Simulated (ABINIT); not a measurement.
## BaLiCl3 (Pm-3m): phonons by linear response

Wanted: phonon bands, density of states and zone-centre response of BaLiCl3 (Pm-3m).

Calculated with ABINIT 10.8.3; DFT LDA, scalar-relativistic, plane waves, PseudoDojo norm-conserving pseudopotentials.

Report form: the programs' logs are mostly left out.

The structure was built from a prototype and need not be the compound's stable phase.

### 1. The structure

It takes space group Pm-3m (No. 221, cubic). Conventional cell: a = 4.195 Å, b = 4.195 Å, c = 4.195 Å, α = 90.00°, β = 90.00°, γ = 90.00°. Nearest to Ba lie 12 Cl at 2.97 Å. Li has 6 Cl at 2.10 Å nearest. Nearest to Cl lie 2 Li at 2.10 Å and 4 Ba at 2.97 Å. Farther neighbours and most contacts between anions are not listed.

Coordinates:

```cif
data_structure
_symmetry_space_group_name_H-M 'Pm-3m'
_symmetry_Int_Tables_number 221
_cell_length_a 4.1954
_cell_length_b 4.1954
_cell_length_c 4.1954
_cell_angle_alpha 90.000
_cell_angle_beta 90.000
_cell_angle_gamma 90.000
_cell_volume 73.84
loop_
_atom_site_label
_atom_site_type_symbol
_atom_site_symmetry_multiplicity
_atom_site_Wyckoff_symbol
_atom_site_fract_x
_atom_site_fract_y
_atom_site_fract_z
_atom_site_occupancy
Ba1 Ba 1 a 0.00000 0.00000 0.00000 1
Li1 Li 1 b 0.50000 0.50000 0.50000 1
Cl1 Cl 3 c 0.00000 0.50000 0.50000 1
```

### 2. A first look

A first run with smearing and empty bands tells whether the crystal has a gap, which decides between fixed occupations and smearing later on.

File probe.abi:

```
# ground state
tolvrs 1.0d-08
prtden 1
prtwf 1

# basis, mesh and filling
ecut 33.0
ngkpt 4 4 4
nshiftk 1
shiftk 0.0 0.0 0.0
istwfk *1
occopt 7
tsmear 0.005
nband 25
nstep 100
diemac 9.0
prtebands 0
prtgsr 0
useylm 1

# cell and atoms
acell 7.928138086 7.928138086 7.928138086
rprim 
    1.0 0.0 0.0
    0.0 1.0 0.0
    0.0 0.0 1.0
ntypat 3
znucl 56 3 17
natom 5
typat 1 2 3 3 3
xred 
    0.0 0.0 0.0
    0.5 0.5 0.5
    0.0 0.5 0.5
    0.5 0.5 0.0
    0.5 0.0 0.5
pp_dirpath "./pseudo"
pseudos "Ba.upf, Li.upf, Cl.upf"
```

On the command line:

```console
$ OMP_NUM_THREADS=1 mpirun -n 4 abinit probe.abi > probe.log
```

The job ended after 13 s (4 MPI ranks of Arm Neoverse V1, shared host; 53 s of CPU time).

Read from the output:

```yaml
volume_per_atom: 14.77 Å³
pressure: 35.77 GPa
gap_on_the_k_mesh: 3.223 eV
```

A gap of 3.2 eV opens on this mesh, so the crystal is taken as an insulator; the printed pressure holds the stress of the finite basis too.

### 3. Rough relaxation

The typed start is rough, so a first relaxation with smearing and loose thresholds takes it towards rest cheaply.

File prerelax.abi:

```
# relaxation
ionmov 2
optcell 2
dilatmx 1.15
chkdilatmx 0
ntime 40
tolmxf 3.0d-04
tolvrs 1.0d-10
prtwf 0
prtden 0
chksymtnons 0

# basis, mesh and filling
ecut 33.0
ecutsm 3.0
ngkpt 4 4 4
nshiftk 1
shiftk 0.0 0.0 0.0
istwfk *1
occopt 7
tsmear 0.005
nband 25
nstep 100
diemac 9.0
prtebands 0
prtgsr 0
useylm 1

# cell and atoms
acell 7.928138086 7.928138086 7.928138086
rprim 
    1.0 0.0 0.0
    0.0 1.0 0.0
    0.0 0.0 1.0
ntypat 3
znucl 56 3 17
natom 5
typat 1 2 3 3 3
xred 
    0.0 0.0 0.0
    0.5 0.5 0.5
    0.0 0.5 0.5
    0.5 0.5 0.0
    0.5 0.0 0.5
pp_dirpath "./pseudo"
pseudos "Ba.upf, Li.upf, Cl.upf"
```

On the command line:

```console
$ OMP_NUM_THREADS=1 mpirun -n 4 abinit prerelax.abi > prerelax.log
```

Elapsed: 90 s, on 4 MPI ranks.

Relaxation path:

| step | energy less that of the first step (eV) | largest force (eV/Å) | volume (Å³) |
| --- | --- | --- | --- |
| 1 | 0.0000 | 0.0000 | 73.84 |
| 2 | -1.4159 | 0.0000 | 82.24 |
| 3 | -2.4011 | 0.0000 | 96.35 |
| 4 | -2.5109 | 0.0000 | 102.46 |
| 5 | -2.5199 | 0.0000 | 104.70 |
| 6 | -2.5200 | 0.0000 | 104.99 |

| cell as run | before | after | change |
| --- | --- | --- | --- |
| a (Å) | 4.195 | 4.717 | +12.4 % |
| b (Å) | 4.195 | 4.717 | +12.4 % |
| c (Å) | 4.195 | 4.717 | +12.4 % |
| volume (Å³/atom) | 14.77 | 21.00 | +42.2 % |

Final coordinates:

```
Ba Li Cl
1.0
     4.71749    0.00000    0.00000
     0.00000    4.71749    0.00000
     0.00000    0.00000    4.71749
Ba Li Cl
1 1 3
Direct
  0.00000 0.00000 0.00000
  0.50000 0.50000 0.50000
  0.00000 0.50000 0.50000
  0.50000 0.50000 0.00000
  0.50000 0.00000 0.50000
```

Numbers from this step:

| Quantity | Value |
| --- | --- |
| volume per atom | 21.00 Å³ |
| pressure | 0.004573 GPa |
| gap on the k-mesh | 3.981 eV |

The volume changes by +42.2 % in this run and stands +42.2 % from the first cell.

### 4. Rough relaxation

The cell changed much, so the rough relaxation is repeated on a basis made for the new cell.

prerelax.abi: that of step 3 with these lines changed.

```diff
@@ -29,3 +29,3 @@
 # cell and atoms
-acell 7.928138086 7.928138086 7.928138086
+acell 8.914757147 8.914757147 8.914757147
 rprim
```

It took 28 s on 4 MPI ranks; 1.9 min of CPU time.

Little changed from the start: no atom moved by 0.005 Å and no cell edge by 0.1 %.

Numbers from this step:

* pressure: 0.004582 GPa

The volume changes by +0.0 % in this run and stands +42.2 % from the first cell.

### 5. Relaxation

The harmonic expansion needs vanishing forces, and a free crystal bears no stress, so cell and atoms are brought to rest. Stress is more sensitive to the basis than forces are: the last 3 Ha under the cutoff are smoothed with ecutsm, and the cutoff is raised above that of the later runs.

relax.abi, as its differences from prerelax.abi of step 4:

```diff
@@ -3,7 +3,6 @@
 optcell 2
-dilatmx 1.15
-chkdilatmx 0
+dilatmx 1.08
 ntime 40
-tolmxf 3.0d-04
-tolvrs 1.0d-10
+tolmxf 1.0d-05
+tolvrs 1.0d-14
 prtwf 0
@@ -13,3 +12,3 @@
 # basis, mesh and filling
-ecut 33.0
+ecut 41.0
 ecutsm 3.0
@@ -19,5 +18,4 @@
 istwfk *1
-occopt 7
-tsmear 0.005
-nband 25
+occopt 1
+nband 17
 nstep 100
```

On the command line:

```console
$ OMP_NUM_THREADS=1 mpirun -n 4 abinit relax.abi > relax.log
```

The job ended after 60 s (4 MPI ranks; 4 min of CPU time).

Little changed from the start: no atom moved by 0.005 Å and no cell edge by 0.1 %.

This step gave:

| Item | Value |
| --- | --- |
| pressure | 5.54e-7 GPa |

The volume changes by +0.0 % in this run and stands +42.2 % from the first cell.

### 6. Ground state

The response is built on these wavefunctions, so the potential is converged far more tightly than an energy would need.

gs.abi, as its differences from probe.abi of step 2:

```diff
@@ -1,3 +1,3 @@
 # ground state
-tolvrs 1.0d-08
+tolvrs 1.0d-16
 prtden 1
@@ -11,5 +11,4 @@
 istwfk *1
-occopt 7
-tsmear 0.005
-nband 25
+occopt 1
+nband 17
 nstep 100
@@ -21,3 +20,3 @@
 # cell and atoms
-acell 7.928138086 7.928138086 7.928138086
+acell 8.914984148 8.914984148 8.914984148
 rprim
```

On the command line:

```console
$ OMP_NUM_THREADS=1 mpirun -n 4 abinit gs.abi > gs.log
```

It took 15 s on 4 MPI ranks; 60 s of CPU time.

Read from the output:

- pressure: -0.05873 GPa

The cell stands at -0.059 GPa, close enough for phonons.

### 7. The gap at rest

Empty bands on the ground state's density check that the gap assumed so far is there in this cell.

File gap.abi:

```
# empty bands on the ground state's density
iscf -2
getden_filepath "gso_DEN"
tolwfr 1.0d-12
nbdbuf 2
prtwf 0

# basis, mesh and filling
ecut 33.0
ngkpt 4 4 4
nshiftk 1
shiftk 0.0 0.0 0.0
istwfk *1
occopt 1
nband 21
nstep 100
diemac 9.0
prtebands 0
prtgsr 0
useylm 1

# cell and atoms
acell 8.914984148 8.914984148 8.914984148
rprim 
    1.0 0.0 0.0
    0.0 1.0 0.0
    0.0 0.0 1.0
ntypat 3
znucl 56 3 17
natom 5
typat 1 2 3 3 3
xred 
    0.0 0.0 0.0
    0.5 0.5 0.5
    0.0 0.5 0.5
    0.5 0.5 0.0
    0.5 0.0 0.5
pp_dirpath "./pseudo"
pseudos "Ba.upf, Li.upf, Cl.upf"
```

On the command line:

```console
$ OMP_NUM_THREADS=1 mpirun -n 4 abinit gap.abi > gap.log
```

It took 11 s on 4 MPI ranks.

In this cell the gap on the mesh is 4.0 eV, indirect (smallest direct 4.0 eV), so fixed occupations hold.

### 8. Linear response at Γ

The derivative of the wavefunctions by k comes first, since the response to a field is built on it; then the field and the displacements that symmetry doesn't supply are solved at q = 0.

It reads the wavefunctions written in step 6.

File dfpt_gamma.abi:

```
ndtset 2

# common to the responses
getwfk_filepath "gso_WFK"
kptopt 2
nqpt 1
qpt 0.0 0.0 0.0
asr 0
chneut 0

# d/dk
rfelfd1 2
rfdir1 1 1 1
iscf1 -3
tolwfr1 1.0d-20

# displacements, field
rfphon2 1
rfatpol2 1 5
rfdir2 1 1 1
rfelfd2 3
getddk2 1
tolvrs2 1.0d-10
prtwf2 0

# basis, mesh and filling
ecut 33.0
ngkpt 4 4 4
nshiftk 1
shiftk 0.0 0.0 0.0
istwfk *1
occopt 1
nband 17
nstep 100
diemac 9.0
prtebands 0
prtgsr 0
useylm 1

# cell and atoms
acell 8.914984148 8.914984148 8.914984148
rprim 
    1.0 0.0 0.0
    0.0 1.0 0.0
    0.0 0.0 1.0
ntypat 3
znucl 56 3 17
natom 5
typat 1 2 3 3 3
xred 
    0.0 0.0 0.0
    0.5 0.5 0.5
    0.0 0.5 0.5
    0.5 0.5 0.0
    0.5 0.0 0.5
pp_dirpath "./pseudo"
pseudos "Ba.upf, Li.upf, Cl.upf"
```

On the command line:

```console
$ OMP_NUM_THREADS=1 mpirun -n 4 abinit dfpt_gamma.abi > dfpt_gamma.log
```

It took 3.3 min on 4 MPI ranks.

Read from the output:

```yaml
miss_of_the_charge_sum_rule: 0.007298 e
largest_acoustic_frequency_at_the_zone_centre_before_the_sum_rule: 0.51 cm⁻¹
highest_optical_zone_centre_mode_no_lo_to_term: 358.5 cm⁻¹
lowest_optical_zone_centre_mode: 60.51 cm⁻¹
mean_high_frequency_dielectric_constant: 3.691
largest_born_charge_in_size_third_of_the_trace: 2.907 e
```

Born charge (rows field, columns displacement), before the sum rule (e), principal values of the symmetric part by kind of site:

| atom | atoms with these values | low | middle | high | mean |
| --- | --- | --- | --- | --- | --- |
| Ba1 | 1 | 2.91 | 2.91 | 2.91 | 2.91 |
| Li2 | 1 | 1.11 | 1.11 | 1.11 | 1.11 |
| Cl3 | 3 | -1.40 | -1.40 | -1.23 | -1.34 |

In full for Ba1:

```
2.91 0.00 0.00
0.00 2.91 0.00
0.00 0.00 2.91
```

High-frequency dielectric tensor:

```
3.69 0.00 0.00
0.00 3.69 0.00
0.00 0.00 3.69
```

The acoustic modes at Γ come out as far as 0.5 cm⁻¹ from zero, where they should vanish, a small numerical error; the Born charges miss their sum rule by 0.0073 e, which is good.

### 9. Modes with the sum rule

anaddb reads the merged derivatives, imposes the acoustic sum rule and charge neutrality, and adds the LO-TO term along chosen directions.

File anaddb.abi:

```
ddb_filepath "gamma_DDB"
output_file "anaddb.abo"
outdata_prefix "anaddb"
asr 1
chneut 1
enunit 2
eivec 1
nph1l 1
qph1l 0.0 0.0 0.0 1.0
dieflag 1
nph2l 3
qph2l 
    1.0 0.0 0.0 0.0
    0.0 0.0 1.0 0.0
    1.0 1.0 1.0 0.0
```

File mrgddb.in:

```
gamma_DDB
merged
2
dfpt_gammao_DS2_DDB
gso_DDB
```

On the command line:

```console
$ mrgddb < mrgddb.in > mrgddb.log
$ OMP_NUM_THREADS=1 anaddb anaddb.abi > anaddb.log
```

Wall time 0.57 s (1 thread).

Numbers from this step:

| Item | Value |
| --- | --- |
| mean static dielectric constant | 23.55 |
| highest mode moved by the LO-TO term | 397.6 cm⁻¹ |

No LO-TO term; unit eigenvectors of the mass-weighted matrix, from anaddb's displacements. Modes at Γ, with each element's share of the kinetic energy:

| mode | frequency (cm⁻¹) | symmetry | Ba % | Li % | Cl % |
| --- | --- | --- | --- | --- | --- |
| 1 | 0.0 | acoustic | 55 | 3 | 42 |
| 2 | 0.0 | acoustic | 55 | 3 | 42 |
| 3 | 0.0 | acoustic | 55 | 3 | 42 |
| 4 | 60.5 | T1u | 45 | 3 | 52 |
| 5 | 60.5 | T1u | 45 | 3 | 52 |
| 6 | 60.5 | T1u | 45 | 3 | 52 |
| 7 | 103.7 | T2u | 0 | 0 | 100 |
| 8 | 103.7 | T2u | 0 | 0 | 100 |
| 9 | 103.7 | T2u | 0 | 0 | 100 |
| 10 | 189.2 | T1u | 0 | 18 | 82 |
| 11 | 189.2 | T1u | 0 | 18 | 82 |
| 12 | 189.2 | T1u | 0 | 18 | 82 |
| 13 | 358.5 | T1u | 0 | 76 | 24 |
| 14 | 358.5 | T1u | 0 | 76 | 24 |
| 15 | 358.5 | T1u | 0 | 76 | 24 |

Displacements in mode 4 (60.5 cm⁻¹), the largest set to 1:
```
Ba1  0.00  0.00 -0.81
Li2  0.00  0.00  0.88
Cl3  0.00  0.00  0.99
Cl4  0.00  0.00  1.00
Cl5  0.00  0.00  0.99
```

Displacements in mode 13 (358.5 cm⁻¹), the largest set to 1:
```
Ba1  0.00  0.00  0.00
Li2  0.00  0.00 -1.00
Cl3  0.00  0.00 -0.03
Cl4  0.00  0.00  0.24
Cl5  0.00  0.00 -0.03
```

Trace of the oscillator strength, degenerate modes summed. Infrared lines, with heights relative to the strongest:

| position (cm⁻¹) | lines merged | IR intensity, relative |
| --- | --- | --- |
| 60 | 3 | 75 |
| 104 | 3 | 0.0 |
| 189 | 3 | 31 |
| 358 | 3 | 100 |

Static dielectric tensor (ions relaxed, fixed cell):

```
23.55  0.00  0.00
 0.00 23.55  0.00
 0.00  0.00 23.55
```

The rule moves no optical mode by more than 0.1 cm⁻¹.

### 10. Sum rules set otherwise (asr 0)

Without the rule the raw error of the acoustic modes shows.

anaddb.abi: that of step 9 with these lines changed.

```diff
@@ -3,4 +3,4 @@
 outdata_prefix "anaddb"
-asr 1
-chneut 1
+asr 0
+chneut 0
 enunit 2
```

mrgddb.in is that of step 9.

The job ended after 0.51 s (1 thread).

Numbers from this step:

| Property | Result |
| --- | --- |
| mean static dielectric constant | 23.58 |

Zone-centre frequencies as printed; negative means imaginary. Modes:

| mode | frequency (cm⁻¹) |
| --- | --- |
| 1 | 0.51 |
| 2 | 0.51 |
| 3 | 0.51 |
| 4 | 60.51 |
| 5 | 60.51 |
| 6 | 60.51 |
| 7 | 103.7 |
| 8 | 103.7 |
| 9 | 103.7 |
| 10 | 189.2 |
| 11 | 189.2 |
| 12 | 189.2 |
| 13 | 358.5 |
| 14 | 358.5 |
| 15 | 358.5 |

### 11. Linear response on the mesh

Linear response treats each wavevector in the unit cell, with no supercell; the 2×2×2 mesh fixes the range of the force constants to be had.

File dfpt_q.abi:

```
ndtset 3

# wavevectors
qpt1 0.5 0.0 0.0
qpt2 0.5 0.5 0.0
qpt3 0.5 0.5 0.5

# displacements
getwfk_filepath "gso_WFK"
getwfq_filepath "gso_WFK"
kptopt 3
nqpt 1
rfphon 1
rfatpol 1 5
rfdir 1 1 1
tolvrs 1.0d-10
prtwf 0

# basis, mesh and filling
ecut 33.0
ngkpt 4 4 4
nshiftk 1
shiftk 0.0 0.0 0.0
istwfk *1
occopt 1
nband 17
nstep 100
diemac 9.0
prtebands 0
prtgsr 0
useylm 1

# cell and atoms
acell 8.914984148 8.914984148 8.914984148
rprim 
    1.0 0.0 0.0
    0.0 1.0 0.0
    0.0 0.0 1.0
ntypat 3
znucl 56 3 17
natom 5
typat 1 2 3 3 3
xred 
    0.0 0.0 0.0
    0.5 0.5 0.5
    0.0 0.5 0.5
    0.5 0.5 0.0
    0.5 0.0 0.5
pp_dirpath "./pseudo"
pseudos "Ba.upf, Li.upf, Cl.upf"
```

On the command line:

```console
$ OMP_NUM_THREADS=1 mpirun -n 4 abinit dfpt_q.abi > dfpt_q.log
```

Elapsed: 14 min, on 4 MPI ranks; 57 min of CPU time.

Numbers from this step:

```yaml
lowest_mode_on_the_q_mesh_acoustic_ones_at_the_zone_centre_apart: -73.95 cm⁻¹
```

Frequencies (cm⁻¹) before the sum rule at the irreducible wavevectors but Γ, which is solved apart; negative means imaginary. Frequencies by wavevector:

| q (fractions) | star | mode 1 | mode 2 | mode 3 | mode 4 | mode 13 | mode 14 | mode 15 |
| --- | --- | --- | --- | --- | --- | --- | --- | --- |
| 0.5 0 0 | 3 | 41.82 | 41.82 | 84.39 | 84.39 | 359 | 359 | 375.9 |
| 0.5 0.5 0 | 3 | -60.32 | 43.5 | 67.54 | 67.54 | 359.6 | 376.8 | 376.8 |
| 0.5 0.5 0.5 | 1 | -73.95 | -73.95 | -73.95 | 55.67 | 383 | 383 | 383 |

### 12. Interpolated phonon bands

anaddb transforms the dynamical matrices to force constants, with the dipole-dipole part treated apart, and back along the path; points of the mesh come back as solved, but for the sum rule and, in polar crystals, the LO-TO term at Γ; the rest is interpolation.

File anaddb.abi:

```
ddb_filepath "all_DDB"
output_file "anaddb.abo"
outdata_prefix "anaddb"
ifcflag 1
ngqpt 2 2 2
nqshft 1
q1shft 0.0 0.0 0.0
asr 1
chneut 1
dipdip 1
dipquad 0
quadquad 0
enunit 0
eivec 0
nph1l 62
qph1l 
    0.0 5.0d-06 0.0 1.0
    0.0 0.05 0.0 1.0
    0.0 0.1 0.0 1.0
    0.0 0.15 0.0 1.0
    0.0 0.2 0.0 1.0
    0.0 0.25 0.0 1.0
    0.0 0.3 0.0 1.0
    0.0 0.35 0.0 1.0
    0.0 0.4 0.0 1.0
    0.0 0.45 0.0 1.0
    0.0 0.5 0.0 1.0
    0.05 0.5 0.0 1.0
    0.1 0.5 0.0 1.0
    0.15 0.5 0.0 1.0
    0.2 0.5 0.0 1.0
    0.25 0.5 0.0 1.0
    0.3 0.5 0.0 1.0
    0.35 0.5 0.0 1.0
    0.4 0.5 0.0 1.0
    0.45 0.5 0.0 1.0
    0.5 0.5 0.0 1.0
    0.45 0.45 0.0 1.0
    0.4 0.4 0.0 1.0
    0.35 0.35 0.0 1.0
    0.3 0.3 0.0 1.0
    0.25 0.25 0.0 1.0
    0.2 0.2 0.0 1.0
    0.15 0.15 0.0 1.0
    0.1 0.1 0.0 1.0
    0.05 0.05 0.0 1.0
    5.0d-06 5.0d-06 5.0d-06 1.0
    0.05 0.05 0.05 1.0
    0.1 0.1 0.1 1.0
    0.15 0.15 0.15 1.0
    0.2 0.2 0.2 1.0
    0.25 0.25 0.25 1.0
    0.3 0.3 0.3 1.0
    0.35 0.35 0.35 1.0
    0.4 0.4 0.4 1.0
    0.45 0.45 0.45 1.0
    0.5 0.5 0.5 1.0
    0.45 0.5 0.45 1.0
    0.4 0.5 0.4 1.0
    0.35 0.5 0.35 1.0
    0.3 0.5 0.3 1.0
    0.25 0.5 0.25 1.0
    0.2 0.5 0.2 1.0
    0.15 0.5 0.15 1.0
    0.1 0.5 0.1 1.0
    0.05 0.5 0.05 1.0
    0.0 0.5 0.0 1.0
    0.5 0.5 0.5 1.0
    0.5 0.5 0.45 1.0
    0.5 0.5 0.4 1.0
    0.5 0.5 0.35 1.0
    0.5 0.5 0.3 1.0
    0.5 0.5 0.25 1.0
    0.5 0.5 0.2 1.0
    0.5 0.5 0.15 1.0
    0.5 0.5 0.1 1.0
    0.5 0.5 0.05 1.0
    0.5 0.5 0.0 1.0
```

File mrgddb.in:

```
all_DDB
merged
4
dfpt_gammao_DS2_DDB
dfpt_qo_DS1_DDB
dfpt_qo_DS2_DDB
dfpt_qo_DS3_DDB
```

On the command line:

```console
$ mrgddb < mrgddb.in > mrgddb.log
$ OMP_NUM_THREADS=1 anaddb anaddb.abi > anaddb.log
```

It took 0.8 s on 1 thread.

Read from the output:

- lowest frequency on the path: -73.95 cm⁻¹

Anaddb, dipole-dipole term. Phonon branches along the path, in cm⁻¹:

| point | branch 1 | branch 2 | branch 3 | branch 4 | branch 12 | branch 13 | branch 14 | branch 15 |
| --- | --- | --- | --- | --- | --- | --- | --- | --- |
| Γ | 0 | 0 | 0 | 60 | 211 | 358 | 358 | 398 |
| halfway | 34 | 34 | 72 | 72 | 216 | 359 | 359 | 388 |
| X | 42 | 42 | 84 | 84 | 234 | 359 | 359 | 376 |
| halfway | 43 | 49 | 56 | 83 | 239 | 359 | 369 | 376 |
| M | -60 | 44 | 68 | 68 | 257 | 360 | 377 | 377 |
| halfway | 40 | 57 | 66 | 70 | 224 | 359 | 360 | 386 |
| Γ | 0 | 0 | 0 | 60 | 211 | 358 | 358 | 398 |
| halfway | 54 | 54 | 64 | 64 | 233 | 362 | 362 | 386 |
| R | -74 | -74 | -74 | 56 | 277 | 383 | 383 | 383 |
| halfway | 38 | 45 | 54 | 60 | 247 | 365 | 375 | 378 |
| X | 42 | 42 | 84 | 84 | 234 | 359 | 359 | 376 |
| jump to R | -74 | -74 | -74 | 56 | 277 | 383 | 383 | 383 |
| halfway | -68 | 37 | 37 | 50 | 263 | 372 | 380 | 380 |
| M | -60 | 44 | 68 | 68 | 257 | 360 | 377 | 377 |

The path dips to 74i cm⁻¹.

### 13. Sums over the zone

Sums over the zone need many more wavevectors than were solved, so the interpolation is sampled on a dense mesh.

File anaddb.abi:

```
ddb_filepath "all_DDB"
output_file "anaddb.abo"
outdata_prefix "anaddb"
ifcflag 1
ngqpt 2 2 2
nqshft 1
q1shft 0.0 0.0 0.0
asr 1
chneut 1
dipdip 1
dipquad 0
quadquad 0
prtdos 2
ng2qpt 10 10 10
dosdeltae 4.5563e-06
ntemper 11
temperinc 100.0
tempermin 0.0
```

On the command line:

```console
$ OMP_NUM_THREADS=1 anaddb anaddb.abi > anaddb.log
```

The job ended after 2.2 s (1 thread).

Read from the output:

| Item | Value |
| --- | --- |
| share of modes beyond 3i cm⁻¹ on the dense interpolated mesh | 0.0256 |

The phonon density of states has structure finer than the step of the table below, so its rows give means over 10 cm⁻¹, whole bins alone (the curve runs from -104 to 412 cm⁻¹). Peaks (cm⁻¹: height): 43.0: 0.112, 67.0: 0.108, 187.0: 0.180, 193.0: 0.165, 232.0: 0.0335, 358.0: 0.215, 379.0: 0.132.

Tetrahedra. The phonon density of states by wavenumber; means over each step:

wavenumber (cm⁻¹), phonon density of states (1/cm⁻¹/cell) and a bar:
```
      -80      0.000 
      -70      0.002 
      -60      0.008 ##
      -50      0.007 ##
      -40      0.005 #
      -30      0.005 #
      -20      0.005 #
      -10      0.005 #
        0      0.006 #
       10      0.007 #
       20      0.010 ##
       30      0.019 ####
       40      0.065 ##############
       50      0.079 #################
       60      0.077 ################
       70      0.103 ######################
       80      0.070 ###############
       90      0.050 ##########
      100      0.054 ###########
      110      0.033 #######
      120      0.042 #########
      130      0.043 #########
      140      0.041 #########
      150      0.034 #######
      160      0.033 #######
      170      0.041 #########
      180      0.094 ####################
      190      0.143 ##############################
      200      0.017 ####
      210      0.004 #
      220      0.016 ###
      230      0.026 #####
      240      0.023 #####
      250      0.019 ####
      260      0.009 ##
      270      0.003 #
      280      0.000 
      290      0.000 
      300      0.000 
      310      0.000 
      320      0.000 
      330      0.000 
      340      0.000 
      350      0.000 
      360      0.132 ############################
      370      0.060 #############
      380      0.094 ####################
      390      0.021 ####
      400      0.001
```

### 14. Summary of results

```json
{
 "space group after relaxation": "Pm-3m",
 "volume per atom": "21.0 Å³",
 "highest optical zone-centre mode (no LO-TO term)": "358.5 cm⁻¹",
 "lowest optical zone-centre mode": "60.5 cm⁻¹",
 "highest mode moved by the LO-TO term": "397.6 cm⁻¹",
 "mean high-frequency dielectric constant": "3.69",
 "largest Born charge in size (third of the trace)": "2.91 e",
 "mean static dielectric constant": "23.6",
 "q mesh": "2×2×2",
 "lowest mode on the q mesh (acoustic ones at the zone centre apart)": "-74.0 cm⁻¹",
 "imaginary modes on the q mesh": "yes"
}
```

BaLiCl3 (Pm-3m) is unstable: a mode solved on the 2×2×2 mesh is imaginary, 74i cm⁻¹; its spectrum reaches 398 cm⁻¹. At the LDA level the optical modes of BaLiCl3 (Pm-3m) at the zone centre (no LO-TO term) run from 61 to 359 cm⁻¹. Along the directions run, the highest mode that the macroscopic field moves lies at 398 cm⁻¹. Lattice motion raises the mean dielectric constant from 3.691 to 23.55. The most unstable solved mode lies at q = (0.5, 0.5, 0.5), on the zone boundary, so the distortion that it points to doubles the cell. These are harmonic frequencies at zero temperature: anharmonic shifts and linewidths and thermal expansion are left out. Spin-orbit coupling is left out, which can matter for the heavy elements here. The structure is a hypothetical one, built on a prototype.

[Host names and launcher messages were left out of these logs when they were recorded.]

[Logs are printed without paths, hosts, clocks, repeated set-up lines and the standing remarks that a program may print on its own settings, such as how far it seeks lower states.]

[Hosts, paths, dates, database ids (printed as entryN), source tags and the programs' standing remarks are cut or masked in the printed files.]
